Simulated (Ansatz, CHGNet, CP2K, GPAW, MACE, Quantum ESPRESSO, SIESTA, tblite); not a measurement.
## Random packing of S (77 atoms): runs against a plane-wave reference

Density of this cell: 1.74 g/cm³. The cell holds 77 atoms: 77 S. Cell: a = 13.306 Å, b = 13.306 Å, c = 13.306 Å, α = 90.0°, β = 90.0°, γ = 90.0°. 77 atoms (77 S) packed at random in a cube at 1.74 g/cm³ and pushed apart as soft spheres; a start for melting by ab initio MD, not an equilibrated structure. Then every atom was moved at random, 0.02 Å r.m.s. a Cartesian component.

Geometry: as built.

The reference, a calculation:

| Item | Value |
| --- | --- |
| method | Kohn-Sham DFT, PBE, PAW, plane waves (Ansatz 0.2.0); cutoff 420 eV, Γ point, fermi-dirac smearing of 0.05 eV; PAW set soft_2 |
| r.m.s. force component | 0.9647 eV/Å |
| longest force | 3.186 eV/Å |
| pressure | -10 GPa |
| SCF cycles | 11 |
| time | 27 s on 4 threads of Arm Neoverse V1, shared host |
| CPU time | 1.7 min |

**Question.** The same geometry is run in other programs. How far does each lie from the reference, and what does it cost?
- CP2K PBE, DZVP-UZH, 122/50 Ry, diagonalisation (CP2K 2026.2; 2 threads)
- tblite GFN2-xTB (tblite 0.8.0; 1 thread)
- CP2K PBE, SZV-MOLOPT-SR, 350/50 Ry, diagonalisation (CP2K 2026.2; 1 thread)
- GPAW PBE, LCAO dzp, h 0.2 Å (GPAW 26.7.0; 1 thread)
- MACE MP-0b3 medium potential (MACE MP-0b3 medium; 1 thread)
- SIESTA RPBE, PBE potentials, DZP, shift 0.01 Ry, mesh 300 Ry (SIESTA 5.4.2; 1 thread)
- CP2K PBE, DZVP-UZH, 350/50 Ry, diagonalisation (CP2K 2026.2; 4 MPI ranks)
- CP2K PBE, DZVP-MOLOPT-SR, 350/50 Ry, diagonalisation (CP2K 2026.2; 2 threads)
- CHGNet r2SCAN potential (CHGNet r2SCAN; 1 thread)
- SIESTA PBE, DZ, shift 0.01 Ry, mesh 300 Ry (SIESTA 5.4.2; 1 thread)

Differences are against the plane-wave reference, forces as r.m.s. over components; share is that over the reference's r.m.s. force, slope the least-squares factor from reference forces to these. Total energies of different programs have different zeros and aren't compared.

```tsv
run	Δ force, r.m.s. (meV/Å)	share (%)	slope	Δ pressure (GPa)	cores	CPU time	memory (GiB)
reference	-	-	-	-	4	1.7 min	2.2
CP2K PBE, DZVP-UZH, 122/50 Ry, diagonalisation (coarse)	46.6	4.83	0.965	0.256	2	2.1 min	0.82
tblite GFN2-xTB	303	31.4	1.230	-1.01	1	12 s	0.15
CP2K PBE, SZV-MOLOPT-SR, 350/50 Ry, diagonalisation (coarse)	298	30.9	1.249	-1.55	1	4.1 min	2.7
GPAW PBE, LCAO dzp, h 0.2 Å	90.9	9.42	0.933	-	1	3.3 min	1.5
MACE MP-0b3 medium potential	241	24.9	0.884	1.55	1	8.3 s	0.79
SIESTA RPBE, PBE potentials, DZP, shift 0.01 Ry, mesh 300 Ry	78.7	8.16	0.948	-0.795	1	6.8 min	1.0
CP2K PBE, DZVP-UZH, 350/50 Ry, diagonalisation	46.6	4.83	0.965	0.256	4	4.3 min	3.7
CP2K PBE, DZVP-MOLOPT-SR, 350/50 Ry, diagonalisation	53.6	5.55	0.960	0.222	2	4.3 min	2.8
CHGNet r2SCAN potential	649	67.2	1.458	-1.99	1	3.6 s	0.56
SIESTA PBE, DZ, shift 0.01 Ry, mesh 300 Ry (coarse)	427	44.3	0.673	0.982	1	4.7 min	0.71
```

Rows marked coarse were listed beforehand as settings not expected to be converged; some can still land near the reference.

Times of the machine-learned potentials are mostly Python's start and the loading of weights.

CPU time is summed over cores on a shared host, where runs went side by side, so it is rough. Symmetry, cutoffs, thresholds, outputs and thread counts weren't matched or tuned between programs; memory under MPI is the largest rank's times the ranks.

The PBE runs in local orbitals, coarse settings apart, differ by 4.8 % (CP2K PBE, DZVP-UZH, 350/50 Ry, diagonalisation) to 9.4 % (GPAW PBE, LCAO dzp, h 0.2 Å); basis, grid and potentials can all enter. Tight binding differs by 31 % (tblite GFN2-xTB); it is another model, with fitted parameters of its own, and the xTB methods hold dispersion. Machine-learned potentials differ by 25 % (MACE MP-0b3 medium potential) to 67 % (CHGNet r2SCAN potential); they were trained on other programs' data, some at another functional. Rows with another functional or a dispersion term differ by 8.2 % (SIESTA RPBE, PBE potentials, DZP, shift 0.01 Ry, mesh 300 Ry), which mixes the change of model with differences of basis and potentials, some of them made for another functional. Periodic xTB results under one method name differ between programs and library versions. Machine-learned potentials mimic data converged in k, so the reference's own k-point error enters their differences. The electronic-structure runs sample only Γ, in a cell whose shortest periodic width is 13 Å, which is coarse for a cell with partly filled levels.

[Logs are printed without paths, hosts, clocks, repeated set-up lines and the standing remarks that a program may print on its own settings, such as how far it seeks lower states.]

[Hosts, paths, dates, database ids (printed as entryN), source tags and the programs' standing remarks are cut or masked in the printed files.]
